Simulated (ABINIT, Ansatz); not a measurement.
# Cs2H6Pt (Fm-3m): G0W0 on several meshes in ABINIT, part 2 of 2

How does the mesh move the gap of Cs2H6Pt (Fm-3m)?

ABINIT 10.8.3; LDA and many-body steps on it, plane waves. Known limits of the many-body steps: not at the basis limit; no spin polarisation; d states lean on the start; no spin-orbit coupling; coarse k mesh.

So far. Step 4 (2×2×2): The gap on the mesh goes from 3.62 eV to 5.73 eV, a correction of +2.11 eV. Step 5 (Empty states on the mesh, 4×4×4 mesh, 154 bands): On this mesh the gap is 3.620 eV.

### Step 7. 4×4×4

This step: G0W0 on LDA, plane waves, norm-conserving pseudopotentials.

Contents of run.abi:

```
acell 3*1.0 Angstrom
rprim 
  0.000000000000 4.486174700000 4.486174700000
  4.486174700000 0.000000000000 4.486174700000
  4.486174700000 4.486174700000 0.000000000000
ntypat 3
znucl 55 1 78
natom 9
typat 1 1 2 2 2 2 2 2 3
xred 
  0.750000000000 0.750000000000 0.750000000000
  0.250000000000 0.250000000000 0.250000000000
  0.816861770000 0.816861770000 0.183138230000
  0.183138230000 0.816861770000 0.183138230000
  0.816861770000 0.183138230000 0.183138230000
  0.183138230000 0.183138230000 0.816861770000
  0.816861770000 0.183138230000 0.816861770000
  0.183138230000 0.816861770000 0.816861770000
  0.000000000000 0.000000000000 0.000000000000
pp_dirpath "pseudos"
pseudos "Cs.upf, H.upf, Pt.upf"
ecut 34
ngkpt 4 4 4
nshiftk 1
shiftk 0 0 0
kptopt 1
chksymbreak 0
istwfk *1
occopt 1
irdwfk 1
optdriver 4
nband 140
gwcalctyp 0
ecutsigx 34
symsigma 1
nkptgw 2
kptgw 
  0.5000000000 0.5000000000 0.0000000000
  0.0000000000 0.0000000000 0.0000000000
bdgw 
  20 23
  19 24
ecuteps 4.2
irdscr 1
ppmodel 1
indata_prefix "in"
outdata_prefix "out"
tmpdata_prefix "tmp"
```

Started as:

```console
OMP_NUM_THREADS=1 mpirun -n 4 abinit run.abi > log
```

Numbers of over 12 decimals in the logs are rounded to 6 here.

The program printed:

```text
.Version 10.8.3 of ABINIT. v10.8.2 released Aug 2026.

 Symmetries : space group Fm -3 m (#225); Bravais cF (face-center cubic)
[... echo of the input left out ...]
== DATASET  1 ==================================================================
-   mpi_nproc: 4, omp_nthreads: 1 (-1 if OMP is not activated)

--- !DatasetInfo
iteration_state: {dtset: 1, }
dimensions: {natom: 9, nkpt: 8, mband: 140, nsppol: 1, nspinor: 1, nspden: 1, mpw: 11618, }
cutoff_energies: {ecut:  34.0, pawecutdg:  -1.0, }
electrons: {nelect:   4.20000000E+01, charge:   0.00000000E+00, occopt:   1.00000000E+00, tsmear:   1.00000000E-02, }

 SIGMA: Calculation of the GW corrections

 Based on a program developped by R.W. Godby, V. Olevano, G. Onida, and L. Reining.
 Incorporated in ABINIT by V. Olevano, G.-M. Rignanese, and M. Torrent.
.Using double precision arithmetic ; gwpc =  8

[... cell and pseudopotentials left out ...]
--------------------------------------------------------------------------------

 ==== K-mesh for the wavefunctions ====
 Number of points in the irreducible wedge :     8
[... list of points left out ...]
 Together with 48 symmetry operations and time-reversal symmetry
 yields    64 points in the full Brillouin Zone.

 ==== Q-mesh for screening function ====
 Number of points in the irreducible wedge :     8
[... list of points left out ...]
 Together with 48 symmetry operations and time-reversal symmetry
 yields    64 points in the full Brillouin Zone.

 vcoul_init : cutoff-mode = AUXILIARY_FUNCTION
 q-points for optical limit:   1
     1)      0.000010    0.000020    0.000030
 setmesh: FFT mesh size selected  =    64x   64x   64
          total number of points  =       262144

 Number of electrons calculated from density =   42.0000; Expected =   42.0000
[...]
number of omega for Sigma on real axis              0
 max omega for Sigma on real axis  [eV]           0.00
 zcut for avoiding poles [eV]                     0.10

 EPSILON^-1 parameters (SCR file):
 dimension of the eps^-1 matrix on file            531
 dimension of the eps^-1 matrix used               531
 number of plane-waves for wavefunctions         11575
 number of bands                                   140
 number of q-points in IBZ                           8
 number of frequencies                               2
 number of real frequencies                          1
 number of imag frequencies                          1

 matrix elements of self-energy operator (all in [eV])

 Perturbative Calculation

--- !SelfEnergy_ee
iteration_state: {dtset: 1, }
kpoint     : [   0.500,    0.500,    0.000, ]
spin       : 1
KS_gap     :    3.620
QP_gap     :    5.835
Delta_QP_KS:    2.216
data: !SigmaeeData |
     Band     E0 <VxcDFT>   SigX SigC(E0)      Z dSigC/dE  Sig(E)    E-E0       E
       20   0.336 -11.628 -14.937   1.919   0.809  -0.236 -12.753  -1.126  -0.790
       21   0.336 -11.628 -14.937   1.919   0.809  -0.236 -12.753  -1.126  -0.790
       22   3.956  -8.864  -5.339  -2.243   0.850  -0.176  -7.774   1.090   5.046
[...]
--- !SelfEnergy_ee
iteration_state: {dtset: 1, }
kpoint     : [   0.000,    0.000,    0.000, ]
spin       : 1
KS_gap     :    4.672
QP_gap     :    6.783
Delta_QP_KS:    2.112
data: !SigmaeeData |
     Band     E0 <VxcDFT>   SigX SigC(E0)      Z dSigC/dE  Sig(E)    E-E0       E
[...]
23   4.998 -10.535  -6.297  -2.493   0.842  -0.187  -9.065   1.470   6.468
       24   4.998 -10.535  -6.297  -2.493   0.842  -0.187  -9.065   1.470   6.468

== END DATASET(S) ==============================================================
================================================================================

 -outvars: echo values of variables after computation  --------
           etotal      0.0000000000E+00
            nband         140
             nkpt           8
          spgroup         225
 [... the other variables as echoed above ...]

 Calculation completed.
```

The job ended after 56 s (4 MPI ranks of Arm Neoverse V1, shared host; peak memory 3.1 GiB).

Numbers from this step:

| Item | Value |
| --- | --- |
| G0W0 gap on the points computed | 5.836 eV |
| starting gap on the mesh | 3.620 eV |
| k of the valence top | 0.5, 0.5, 0 |
| k of the conduction bottom | 0.5, 0.5, 0 |
| Z at the valence top | 0.809 |
| Z at the conduction bottom | 0.85 |
| least direct G0W0 gap on the computed points | 5.836 eV |

Against G0W0 in ABINIT (2×2×2 mesh, 140 bands, screening to 114.3 eV, Godby-Needs plasmon pole), the gap moves by +0.109 eV.

### Step 8. Side by side

Times are wall times on 4 MPI ranks of Arm Neoverse V1, shared host, good to a factor of about two. A run's time includes the screening step that it read.

```csv
run,mesh,bands,screening cutoff (eV),DFT gap (eV),gap on the mesh (eV),direct (eV),ε∞ used,time
2×2×2,2×2×2,140,114.3,3.620,5.727,5.727,2.77,64 s
4×4×4,4×4×4,140,114.3,3.620,5.836,5.836,2.68,6.9 min
```

### Step 9. What came out

```json
{"2×2×2": "5.727 eV", "4×4×4": "5.836 eV", "known limits": "not at the basis limit; no spin polarisation; d states lean on the start; no spin-orbit coupling; coarse k mesh"}
```

What this shows: 4×4×4: +0.109 eV against 2×2×2. Bands and cutoff are finite, so the gap is not at the basis limit. The miss can reach some tenths of an eV and take either sign; the mesh is an error of its own. In the first G0W0 run levels were corrected at 2 k points alone, so a gap called «on the mesh» is the least over those, and an edge elsewhere would be missed. The 2×2×2 mesh is coarse for this cell, which bears on the long-range parts of exchange and screening. The runs have no spin polarisation. For a closed low-spin shell that is the natural state; where a d or f shell is open it is a constraint, and the gap is then not the crystal's own. With d states at the gap, one-shot GW leans hard on its start. The many-body steps are scalar-relativistic: spin-orbit coupling is not in them.

[Paths, hosts, dates, memory and timing lines, banners, echoed tables and standing remarks are left out of the program output.]

[Logs are printed without paths, hosts, clocks, repeated set-up lines and the standing remarks that a program may print on its own settings, such as how far it seeks lower states.]

[Runs of the session that timed out or met a known fault of the program may be left out.]

[No measured gap is set beside runs whose start may be inverted or whose files or cutoffs have a known fault.]

[Hosts, paths, dates, database ids (printed as entryN), source tags and the programs' standing remarks are cut or masked in the printed files.]

[G0W0 gaps are taken among the corrected bands and points alone; a level outside them can change the order at an edge.]

[Where Ansatz stands beside ABINIT at settings called matched, ABINIT's density can come from a denser mesh and the files from another edition; pairs whose starting gaps differed by over 0.03 eV were left out, so agreement reads better than it is.]
